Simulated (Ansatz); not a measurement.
# How fast states decay through LiPH2SeO3, part 2 of 3

Aim: relax a made-up compound, LiPH2SeO3, and see how good a tunnel barrier it would be. It is built by putting Se for S, Li for K in the KPH2SO3 structure of space group Cm, with the volume rescaled by atomic radii. The parent structure comes from the Materials Project.

Ansatz 0.2.0; PBE DFT, plane waves, PAW files (the session's first sound run).

So far. Step 2 (Cell and atoms at rest): The largest force component on a free atom ends at 0.015 eV/Å.

The structure was built from a prototype and need not be the compound's stable phase.

**3. Band edges**

The energy window and the wavevectors of the next steps follow from the band edges, so these are searched first, off the mesh as well.

Input file input.yaml:

```yaml
crystal:
  lattice:
    - [2.9738223214, -3.3710301613, -0.4977249864]
    - [2.9738223214, 3.3710301613, -0.4977249864]
    - [-2.572058343, 0.0, 5.7429505959]
  atoms:
    - { symbol: Li, position: [0.808459872, 0.808459872, 0.6549277413] }
    - { symbol: H, position: [0.2314366841, 0.8307973796, 0.2028770759] }
    - { symbol: H, position: [0.8307973796, 0.2314366841, 0.2028770759] }
    - { symbol: P, position: [0.3443935218, 0.3443935218, 0.0980807592] }
    - { symbol: Se, position: [0.3075749517, 0.3075749517, 0.7422578373] }
    - { symbol: O, position: [0.0691566165, 0.0691566165, 0.0638025557] }
    - { symbol: O, position: [0.3446917767, 0.6976591976, 0.2885839773] }
    - { symbol: O, position: [0.6976591976, 0.3446917767, 0.2885839773] }
kpoints:
  mp_grid: { grid: [6, 6, 4] }
  band_path: { path: [VBM, CBM], npoints: 30 }
scf:
  occupations: { method: fixed }
hamiltonian:
  xc: pbe
output:
  eigenvalues: true
  write_potential: true
  write_density: true
  volumetric_format: npy
  elf: true
```

Started as:

```sh
$ ansatz run input.yaml --threads 2 --pin off --max-ram 4096MiB --backend cpu --events-out ev --progress --plain --runs-dir out
```

Numbers of over 12 decimals in the logs are rounded to 6 here.

Log:

```text
[...]
Crystal: 8 atoms, lattice volume = 106.513 Å³
Basis set: ecut = 420 eV, 2093 PW (Γ)
Bands: 30, of which v1, the nominal top of the filled ones, is band 22 counted from 1 (21 counted from 0)
Symmetry: 2 space group operations
[...]
k-points: 47 of 144 (time reversal used)
[...]
SCF iter   1: F=—  HF=-8167.110635 eV  |F-HF|=—  |Δ(HF+E_count)|=         —  Δρ=2.56e-3  dr2=8.09e-3  ethr=1.77e-3  ⟨swp⟩=5.1  Hψ=6165  notcnv=0  defer=247
[...]
SCF iter   8: F=-8167.106842 eV  HF=-8167.106842 eV  |F-HF|=3.16e-9  |Δ(HF+E_count)|=   7.73e-8  Δρ=4.87e-6  dr2=2.26e-8  ethr=2.27e-10  ⟨swp⟩=11.3  Hψ=6853  notcnv=0
SCF 1 converged in 8 iterations: F = -8167.106842 eV  dr2 = 2.26e-8
[...]
NSCF: frozen V_eff on 68 k-points
[...]
SCF converged after 8 iterations
Free energy (F): -8167.106842 eV
[...]
Internal energy: -8167.106842 eV  (E = F + TS)
E sigma→0 (E₀):  -8167.106842 eV
Fermi energy:    3.290668 eV
[...]
--- Band table (eV; the first three rows and the last of 47) ---
  k-point 0: bands = [... 18 lower, 0.7674, 1.1200, 2.8591, 3.2907, 6.8302, 8.0330, 8.3807, 9.5701, ... 4 higher]
  k-point 1: bands = [... 18 lower, 0.5836, 0.7828, 2.8054, 3.0679, 7.5548, 8.3485, 8.3523, 9.7568, ... 4 higher]
  k-point 2: bands = [... 18 lower, 0.2023, 0.7978, 2.7637, 2.8568, 8.0252, 8.6905, 8.8184, 9.7148, ... 4 higher]
  k-point 46: bands = [... 18 lower, 0.6056, 1.1101, 2.6218, 2.6566, 7.8051, 8.3800, 8.7616, 9.8453, ... 4 higher]
```

Elapsed: 45 s, on 2 threads of Arm Neoverse N1, shared host; peak memory 0.43 GiB; 89 s of CPU time.

This step gave:

```yaml
free_energy: -8167.1068 eV
fermi_energy: 3.291 eV
gap_on_the_k_mesh: 3.540 eV
gap_on_path: 3.540 eV, by band count; negative where bands overlap
direct_gap_on_path: 3.540 eV
edge_places_on_path: 0, 0 1/A along the path
```

Levels at VBM (eV): -7.03, -5.85, -5.19, -4.60, -3.80, -3.19, -2.52, -2.17, -0.43, 0.00, 3.54, 4.74, 5.09, 6.28.

Valence density in the ac plane of the cell as run, not the conventional one, at fractional y = 0.308, with atoms of P and Se and O within 0.2 Å of it. It is the smooth field of the valence electrons, not physical close to the nuclei.

Ten steps, logarithmic in the rise over the least value, from '0' (0 e/Å³) to '9' (34 e/Å³), each cell a mean:
```
01122221000000
00122221100000
01124432100000
01258852100000
12489852100000
12488731000000
12355310000000
01222100000000
00110000000000
00000000000000
00000000011110
00000000133310
00000001355421
00000112566431
00111123555321
01222123333210
11221022211000
11211121100000
01122221000000
```
Columns run along a (4.5 Å), rows up along c (6.3 Å). Atoms in or near the plane, at fractional coordinates: P at (0.34, 0.10), Se at (0.31, 0.74), O at (0.70, 0.29).

Electrostatic potential energy in the ac plane of the cell as run, not the conventional one, at fractional y = 0.308, with atoms of P and Se and O within 0.2 Å of it. With pseudopotentials it is smooth inside the atoms' cores, unlike the true potential.

Ten even steps from '_' (-51 eV) to '@' (9 eV), each cell a mean:
```
@@%%##++++**%%%%@@@@@@@@@@@@
@@@@%%##****##%%@@@@@@@@@@@@
@@@@%%**++++++##@@@@@@@@@@@@
@@%%****####****@@@@@@@@@@@@
@@##**##%%%%**##@@@@@@@@@@@@
@@##**######**%%@@@@@@@@@@@@
@@##********##@@@@@@@@@@@@@@
@@%%##**##%%@@@@@@@@@@@@@@@@
@@@@@@%%@@@@@@@@@@@@@@@@@@@@
@@@@@@@@@@@@@@@@@@@@@@@@@@@@
@@@@@@@@@@@@@@@@@@@@@@@@@@@@
@@@@@@@@@@@@@@@@@@##**##@@@@
@@@@@@@@@@@@@@@@**--::==%%@@
@@@@@@@@%%%%%%##--____--**%%
@@@@@@%%##++++**::..::==++%%
@@@@%%++::__..++++++####%%@@
@@%%**..______==%%@@@@@@@@@@
@@%%++______..**%%@@@@@@@@@@
@@%%++____..++%%@@@@@@@@@@@@
```
Columns run along a (4.5 Å; values clipped at the 3rd and 97th percentile), rows up along c (6.3 Å). Atoms in or near the plane, at fractional coordinates: P at (0.34, 0.10), Se at (0.31, 0.74), O at (0.70, 0.29).

ELF in the ac plane of the cell as run, not the conventional one, at fractional y = 0.308, with atoms of P and Se and O within 0.2 Å of it. It is the smooth field of the valence electrons, not physical close to the nuclei.

Values, 19 rows by 14 columns, each cell a mean:
```
0.18 0.34 0.57 0.78 0.87 0.87 0.77 0.62 0.44 0.27 0.10 0.02 0.03 0.08
0.19 0.41 0.65 0.78 0.78 0.74 0.69 0.67 0.65 0.52 0.24 0.04 0.03 0.06
0.31 0.52 0.65 0.66 0.60 0.56 0.68 0.76 0.78 0.68 0.33 0.05 0.03 0.10
0.55 0.67 0.70 0.52 0.27 0.32 0.68 0.83 0.84 0.71 0.31 0.04 0.07 0.25
0.73 0.78 0.74 0.39 0.15 0.34 0.75 0.86 0.84 0.62 0.20 0.04 0.15 0.47
0.81 0.84 0.78 0.46 0.33 0.58 0.82 0.84 0.77 0.42 0.09 0.04 0.25 0.63
0.82 0.85 0.82 0.70 0.68 0.77 0.80 0.75 0.52 0.16 0.03 0.05 0.27 0.64
0.72 0.80 0.79 0.76 0.73 0.71 0.65 0.46 0.16 0.03 0.02 0.03 0.13 0.41
0.40 0.60 0.66 0.62 0.57 0.47 0.29 0.11 0.02 0.02 0.04 0.04 0.05 0.13
0.08 0.20 0.29 0.27 0.19 0.10 0.03 0.01 0.06 0.22 0.32 0.25 0.10 0.04
0.03 0.03 0.04 0.03 0.02 0.01 0.02 0.09 0.39 0.67 0.76 0.67 0.39 0.12
0.05 0.02 0.02 0.02 0.03 0.02 0.06 0.30 0.70 0.85 0.86 0.79 0.60 0.28
0.09 0.04 0.07 0.10 0.09 0.07 0.16 0.52 0.81 0.79 0.72 0.76 0.70 0.46
0.10 0.13 0.22 0.26 0.24 0.19 0.36 0.69 0.75 0.48 0.52 0.83 0.84 0.57
0.14 0.28 0.39 0.44 0.40 0.28 0.56 0.80 0.75 0.58 0.71 0.89 0.82 0.39
0.26 0.42 0.52 0.58 0.37 0.15 0.57 0.82 0.77 0.69 0.71 0.73 0.47 0.15
0.36 0.49 0.61 0.45 0.09 0.01 0.32 0.62 0.51 0.38 0.33 0.23 0.10 0.15
0.35 0.47 0.54 0.20 0.03 0.08 0.36 0.47 0.27 0.12 0.07 0.04 0.06 0.18
0.27 0.39 0.43 0.30 0.38 0.64 0.73 0.55 0.26 0.09 0.03 0.02 0.05 0.15
```
Columns run along a (4.5 Å), rows up along c (6.3 Å). Atoms in or near the plane, at fractional coordinates: P at (0.34, 0.10), Se at (0.31, 0.74), O at (0.70, 0.29).

The searched edges give 3.54 eV, as on the mesh.

**4. Complex bands**

This step: PBE DFT, plane waves, PAW files; complex bands by layer matching along the plane's normal (Ansatz 0.2.0).

The same crystal is laid in a cell whose first two vectors span the (010) plane (indices of the standard conventional cell, whose axes can be ordered otherwise than in the bulk input). At fixed energy and wavevector in the plane the solver finds all kz, real and complex. A few wavevectors are listed, (0, 0) and (0.5, 0) in units of the plane's reciprocal vectors; the slowest state needn't be among them.

Input file input.yaml:

```yaml
crystal:
  lattice:
    - [6.292611991, 0.0, 0.0]
    - [-3.339552648, 5.021233469, 0.0]
    - [-1.669776324, 2.510616735, 3.371030161]
  atoms:
    - { symbol: Li, position: [0.6549277413, 0.808459872, 0.0] }
    - { symbol: H, position: [0.2028770759, 0.2314366841, 0.5993606955] }
    - { symbol: H, position: [0.2028770759, 0.8307973796, 0.4006393045] }
    - { symbol: P, position: [0.0980807592, 0.3443935218, 0.0] }
    - { symbol: Se, position: [0.7422578373, 0.3075749517, 0.0] }
    - { symbol: O, position: [0.0638025557, 0.0691566165, 0.0] }
    - { symbol: O, position: [0.2885839773, 0.3446917767, 0.3529674209] }
    - { symbol: O, position: [0.2885839773, 0.6976591976, 0.6470325791] }
kpoints:
  mp_grid: { grid: [4, 8, 8] }
scf:
  occupations: { method: fixed }
hamiltonian:
  xc: pbe
output:
  eigenvalues: true
  transmission:
    leads: [[0, 0]]
    kpoints: [[0.0, 0.0], [0.5, 0.0]]
    e_range: [-1.0, 4.54]
    de: 0.11
```

Log:

```text
[...]
Crystal: 8 atoms, lattice volume = 106.513 Å³
Basis set: ecut = 420 eV, 2093 PW (Γ)
Bands: 30, of which v1, the nominal top of the filled ones, is band 22 counted from 1 (21 counted from 0)
Symmetry: 2 space group operations
[...]
k-points: 78 of 256 (time reversal used)
[...]
SCF iter   1: F=—  HF=-8167.110719 eV  |F-HF|=—  |Δ(HF+E_count)|=         —  Δρ=2.56e-3  dr2=8.13e-3  ethr=1.77e-3  ⟨swp⟩=5.0  Hψ=10234  notcnv=0  defer=414
[...]
SCF iter   8: F=-8167.106881 eV  HF=-8167.106881 eV  |F-HF|=4.23e-9  |Δ(HF+E_count)|=   7.37e-8  Δρ=4.83e-6  dr2=2.24e-8  ethr=2.27e-10  ⟨swp⟩=11.3  Hψ=11289  notcnv=0
SCF 1 converged in 8 iterations: F = -8167.106881 eV  dr2 = 2.24e-8
[...]
transmission: 5 of 10 steps passed
transmission: 10 of 10 steps passed
SCF converged after 8 iterations
Free energy (F): -8167.106881 eV
[...]
Internal energy: -8167.106881 eV  (E = F + TS)
E sigma→0 (E₀):  -8167.106881 eV
Fermi energy:    3.290652 eV
[...]
--- Band table (eV; the first three rows and the last of 78) ---
  k-point 0: bands = [... 18 lower, 0.7674, 1.1200, 2.8591, 3.2907, 6.8302, 8.0330, 8.3807, 9.5701, ... 4 higher]
  k-point 1: bands = [... 18 lower, 0.7434, 1.0650, 2.7637, 3.0541, 7.2085, 8.2167, 8.6232, 9.5931, ... 4 higher]
  k-point 2: bands = [... 18 lower, 0.7729, 0.9306, 2.5223, 2.6563, 7.7831, 8.6901, 9.3916, 9.7395, ... 4 higher]
  k-point 77: bands = [... 18 lower, 0.3977, 0.9036, 2.6838, 2.7194, 8.2069, 8.7148, 8.8354, 9.4274, ... 4 higher]
--- Transmission ---
  basis      : 277 plane waves across, 5 finite elements along
  points     : 2, as listed
  energies   : 51 from -1.000000 to 4.500000 eV about the Fermi level, 0.110000 eV apart; the leads are filled to 1.769761 eV, and channels, transmission and decay are at 1.750000 eV
  crystal 0  : H2O3Li1P1Se1, at the sites [0, 0], period 3.3710 Å: whole cells are its period
    offset         : up to 0.0000 Å between an atom of the period and one for which it stands
    channels       : 0.000000e0 a spin
    conductance    : none, the energies end too early or step too widely for 300 K: set another output.transmission.e_range or a lower de, or, where they end at an eighth of basis.ecutwfc, a higher one
    slowest decay  : 0.3314 /Å at (0.0000, 0.0000)
```

Wall time 1.7 min (2 threads); peak memory 0.87 GiB.

This step gave:

- free energy: -8167.1069 eV
- level to which the leads are filled: 1.770 eV from the Fermi level
- decay constant at the filling level, zone centre: 0.3314 Å⁻¹
- decay constant at the filling level, slowest listed point: 0.3314 Å⁻¹

K parallel (0, 0); values up to 1.5 1/Å, a degenerate pair printed once or twice; energies at which all values exceed this have no row. Table of Im kz of the slowest decaying states by energy, zero at the highest filled level on the SCF mesh:

```tsv
energy (eV)	decay 1 (Å⁻¹)	decay 2 (Å⁻¹)	decay 3 (Å⁻¹)	decay 4 (Å⁻¹)
-1.0000	0.487	0.551	0.709	0.968
-0.7800	0.537	0.555	0.724	0.994
-0.4500	0.565	0.581	0.702	0.772
-0.2300	0.319	0.576	0.600	0.685
-0.0100	0.446	0.589	0.614	0.665
0.2100	0.186	0.556	0.601	0.621
0.5400	0.267	0.616	0.621	0.636
0.7600	0.296	0.625	0.635	0.640
0.9800	0.315	0.632	0.642	0.646
1.2000	0.326	0.637	0.643	0.653
1.5300	0.333	0.640	0.642	0.659
1.7500	0.331	0.636	0.645	0.660
1.9700	0.326	0.631	0.646	0.659
2.3000	0.309	0.619	0.645	0.653
2.5200	0.291	0.609	0.643	0.646
2.7400	0.268	0.597	0.635	0.640
2.9600	0.237	0.582	0.619	0.637
3.2900	0.165	0.556	0.587	0.629
3.5100	0.0589	0.534	0.558	0.623
3.7300	0.508	0.523	0.615	0.780
3.9500	0.476	0.480	0.607	0.768
4.2800	0.355	0.409	0.438	0.592
4.5000	0.259	0.334	0.380	0.582
```

K parallel (0.5, 0); values up to 1.5 1/Å, a degenerate pair printed once or twice; energies at which all values exceed this have no row. Table of Im kz of the slowest decaying states by energy, zero at the highest filled level on the SCF mesh:

```tsv
energy (eV)	decay 1 (Å⁻¹)	decay 2 (Å⁻¹)	decay 3 (Å⁻¹)	decay 4 (Å⁻¹)
-1.00	0.470	0.497	0.499	0.660
-0.78	0.341	0.425	0.479	0.664
-0.56	0.432	0.459	0.528	0.661
-0.34	0.330	0.411	0.566	0.647
-0.12	0.445	0.477	0.617	0.623
-0.01	0.473	0.500	0.624	0.634
0.10	0.493	0.519	0.632	0.642
0.32	0.523	0.549	0.645	0.653
0.54	0.542	0.571	0.654	0.660
0.76	0.555	0.588	0.660	0.664
0.98	0.563	0.602	0.663	0.665
1.20	0.546	0.590	0.613	0.664
1.42	0.537	0.603	0.622	0.661
1.64	0.528	0.610	0.630	0.656
1.86	0.518	0.613	0.636	0.649
2.08	0.507	0.613	0.641	0.641
2.30	0.494	0.611	0.630	0.635
2.52	0.479	0.607	0.617	0.623
2.74	0.462	0.600	0.603	0.608
2.96	0.442	0.586	0.591	0.591
3.18	0.420	0.566	0.571	0.580
3.40	0.395	0.543	0.546	0.566
3.62	0.367	0.515	0.517	0.550
3.84	0.334	0.473	0.488	0.530
4.06	0.294	0.405	0.459	0.506
4.28	0.246	0.296	0.431	0.477
4.50	0.0736	0.180	0.393	0.442
```

At the listed wavevectors the last open channel is at -0.01 eV and the next at +3.62 eV on the grid. At +1.75 eV, the grid energy nearest the filling level (the middle of the gap on the SCF mesh), the slowest state at the listed wavevectors decays with κ = 0.331 Å⁻¹, its amplitude falling by e over 3.0 Å. Through 1 nm of this crystal that state's transmission falls by exp(−2 × 0.331 Å⁻¹ × 10 Å) = 0.0013.

**5. Decay over the two-dimensional zone**

The listed points could miss the slowest state, so one energy near mid-gap is solved on a mesh of 6×8.

Changes to input.yaml since step 4:

```diff
@@ -22,6 +22,2 @@
   eigenvalues: true
-  transmission:
-    leads: [[0, 0]]
-    kpoints: [[0.0, 0.0], [0.5, 0.0]]
-    e_range: [-1.0, 4.54]
-    de: 0.11
+  transmission: { leads: [[0, 0]], kmesh: [6, 8], e_range: [1.77, 1.78], de: 0.05 }
```

Log:

```text
[...]
Crystal: 8 atoms, lattice volume = 106.513 Å³
Basis set: ecut = 420 eV, 2093 PW (Γ)
Bands: 30, of which v1, the nominal top of the filled ones, is band 22 counted from 1 (21 counted from 0)
Symmetry: 2 space group operations
[...]
k-points: 78 of 256 (time reversal used)
[...]
SCF iter   1: F=—  HF=-8167.110719 eV  |F-HF|=—  |Δ(HF+E_count)|=         —  Δρ=2.56e-3  dr2=8.13e-3  ethr=1.77e-3  ⟨swp⟩=5.0  Hψ=10234  notcnv=0  defer=414
[...]
SCF iter   8: F=-8167.106881 eV  HF=-8167.106881 eV  |F-HF|=4.23e-9  |Δ(HF+E_count)|=   7.37e-8  Δρ=4.83e-6  dr2=2.24e-8  ethr=2.27e-10  ⟨swp⟩=11.3  Hψ=11289  notcnv=0
SCF 1 converged in 8 iterations: F = -8167.106881 eV  dr2 = 2.24e-8
[...]
transmission: 20 of 130 steps passed
transmission: 40 of 130 steps passed
[...]
transmission: 130 of 130 steps passed
SCF converged after 8 iterations
Free energy (F): -8167.106881 eV
[...]
Internal energy: -8167.106881 eV  (E = F + TS)
E sigma→0 (E₀):  -8167.106881 eV
Fermi energy:    3.290652 eV
[...]
--- Band table (eV; the first three rows and the last of 78) ---
  k-point 0: bands = [... 18 lower, 0.7674, 1.1200, 2.8591, 3.2907, 6.8302, 8.0330, 8.3807, 9.5701, ... 4 higher]
  k-point 1: bands = [... 18 lower, 0.7434, 1.0650, 2.7637, 3.0541, 7.2085, 8.2167, 8.6232, 9.5931, ... 4 higher]
  k-point 2: bands = [... 18 lower, 0.7729, 0.9306, 2.5223, 2.6563, 7.7831, 8.6901, 9.3916, 9.7395, ... 4 higher]
  k-point 77: bands = [... 18 lower, 0.3977, 0.9036, 2.6838, 2.7194, 8.2069, 8.7148, 8.8354, 9.4274, ... 4 higher]
--- Transmission ---
  basis      : 277 plane waves across, 5 finite elements along
  points     : 26, standing for a mesh of 6 x 8
  energies   : 1 from 1.770000 to 1.770000 eV about the Fermi level; the leads are filled to 1.769761 eV, and channels, transmission and decay are at 1.770000 eV
[...]
channels       : 0.000000e0 a spin
    conductance    : none, crystal 0 has no channel at the energies, or these end too early or step too widely for 300 K: set another output.transmission.e_range or a lower de, or, where they end at an eighth of basis.ecutwfc, a higher one
    slowest decay  : 0.3310 /Å at (0.0000, 0.0000)
```

Wall time 2 min (2 threads); peak memory 0.86 GiB.

This step gave:

```yaml
least_decay_constant_on_the_mesh: 0.331 Å⁻¹
```

Slowest decay constant (1/Å; 0 where a channel is open) over k1 and k2. At 1.7700 eV from the Fermi level.

Ten even steps from '0' (0.331) to '9' (0.598):
```
778677
996889
972299
773037
999227
998869
777687
676567
```
Columns: k1 (b1) from -0.5 to 0.333; rows upwards: k2 (b2) from -0.5 to 0.375.

The least value on the mesh is 0.331 Å⁻¹ at +1.77 eV. At that energy the listed points give about 0.331 Å⁻¹ by interpolation, so the mesh holds no clearly slower state.

**6. Band edges at another level**

This step: PBEsol DFT, plane waves, PAW files (Ansatz 0.2.0).

The edges again with PBEsol, at the same atoms.

Input file input.yaml:

```yaml
crystal:
  lattice:
    - [2.9738223214, -3.3710301613, -0.4977249864]
    - [2.9738223214, 3.3710301613, -0.4977249864]
    - [-2.572058343, 0.0, 5.7429505959]
  atoms:
    - { symbol: Li, position: [0.808459872, 0.808459872, 0.6549277413] }
    - { symbol: H, position: [0.2314366841, 0.8307973796, 0.2028770759] }
    - { symbol: H, position: [0.8307973796, 0.2314366841, 0.2028770759] }
    - { symbol: P, position: [0.3443935218, 0.3443935218, 0.0980807592] }
    - { symbol: Se, position: [0.3075749517, 0.3075749517, 0.7422578373] }
    - { symbol: O, position: [0.0691566165, 0.0691566165, 0.0638025557] }
    - { symbol: O, position: [0.3446917767, 0.6976591976, 0.2885839773] }
    - { symbol: O, position: [0.6976591976, 0.3446917767, 0.2885839773] }
kpoints:
  mp_grid: { grid: [6, 6, 4] }
  band_path: { path: [VBM, CBM], npoints: 30 }
scf:
  occupations: { method: fixed }
hamiltonian:
  xc: pbesol
output:
  eigenvalues: true
```

Log:

```text
[...]
Crystal: 8 atoms, lattice volume = 106.513 Å³
Basis set: ecut = 420 eV, 2093 PW (Γ)
Bands: 30, of which v1, the nominal top of the filled ones, is band 22 counted from 1 (21 counted from 0)
Symmetry: 2 space group operations
[...]
k-points: 47 of 144 (time reversal used)
[...]
SCF iter   1: F=—  HF=-8084.852942 eV  |F-HF|=—  |Δ(HF+E_count)|=         —  Δρ=8.28e-3  dr2=6.31e-2  ethr=1.77e-3  ⟨swp⟩=5.0  Hψ=6148  notcnv=0  defer=246
[...]
SCF iter   8: F=-8084.834283 eV  HF=-8084.834283 eV  |F-HF|=5.79e-9  |Δ(HF+E_count)|=   2.64e-7  Δρ=5.42e-6  dr2=4.03e-8  ethr=2.27e-10  ⟨swp⟩=11.4  Hψ=7326  notcnv=0
SCF 1 converged in 8 iterations: F = -8084.834283 eV  dr2 = 4.03e-8
[...]
SCF converged after 8 iterations
Free energy (F): -8084.834283 eV
[...]
Internal energy: -8084.834283 eV  (E = F + TS)
E sigma→0 (E₀):  -8084.834283 eV
Fermi energy:    3.205176 eV
[...]
--- Band table (eV; the first three rows and the last of 47) ---
  k-point 0: bands = [... 18 lower, 0.6726, 1.0398, 2.7707, 3.2052, 6.6373, 7.8680, 8.2175, 9.4019, ... 4 higher]
  k-point 1: bands = [... 18 lower, 0.4909, 0.6886, 2.7154, 2.9774, 7.3650, 8.1835, 8.1943, 9.5921, ... 4 higher]
  k-point 2: bands = [... 18 lower, 0.1182, 0.7040, 2.6728, 2.7617, 7.8293, 8.5257, 8.6777, 9.5555, ... 4 higher]
  k-point 46: bands = [... 18 lower, 0.5083, 1.0357, 2.5215, 2.5661, 7.6602, 8.2298, 8.6082, 9.6687, ... 4 higher]
```

Run time: 45 s. Hardware: 2 threads; peak memory 0.41 GiB.

Numbers from this step:

```
free energy        : -8084.8343 eV
Fermi energy       : 3.205 eV
gap on the k-mesh  : 3.432 eV
gap on path        : 3.432 eV, by band count; negative where bands overlap
direct gap on path : 3.432 eV
```

Levels at VBM (eV): -7.04, -5.87, -5.17, -4.62, -3.81, -3.19, -2.53, -2.17, -0.43, 0.00, 3.43, 4.66, 5.01, 6.20, 7.93.

The searched edges give 3.43 eV, as on the mesh.

(Part 2 of 3 ends here.)

[Logs are printed without paths, hosts, clocks, repeated set-up lines and the standing remarks that a program may print on its own settings, such as how far it seeks lower states.]

[Hosts, paths, dates, database ids (printed as entryN), source tags and the programs' standing remarks are cut or masked in the printed files.]
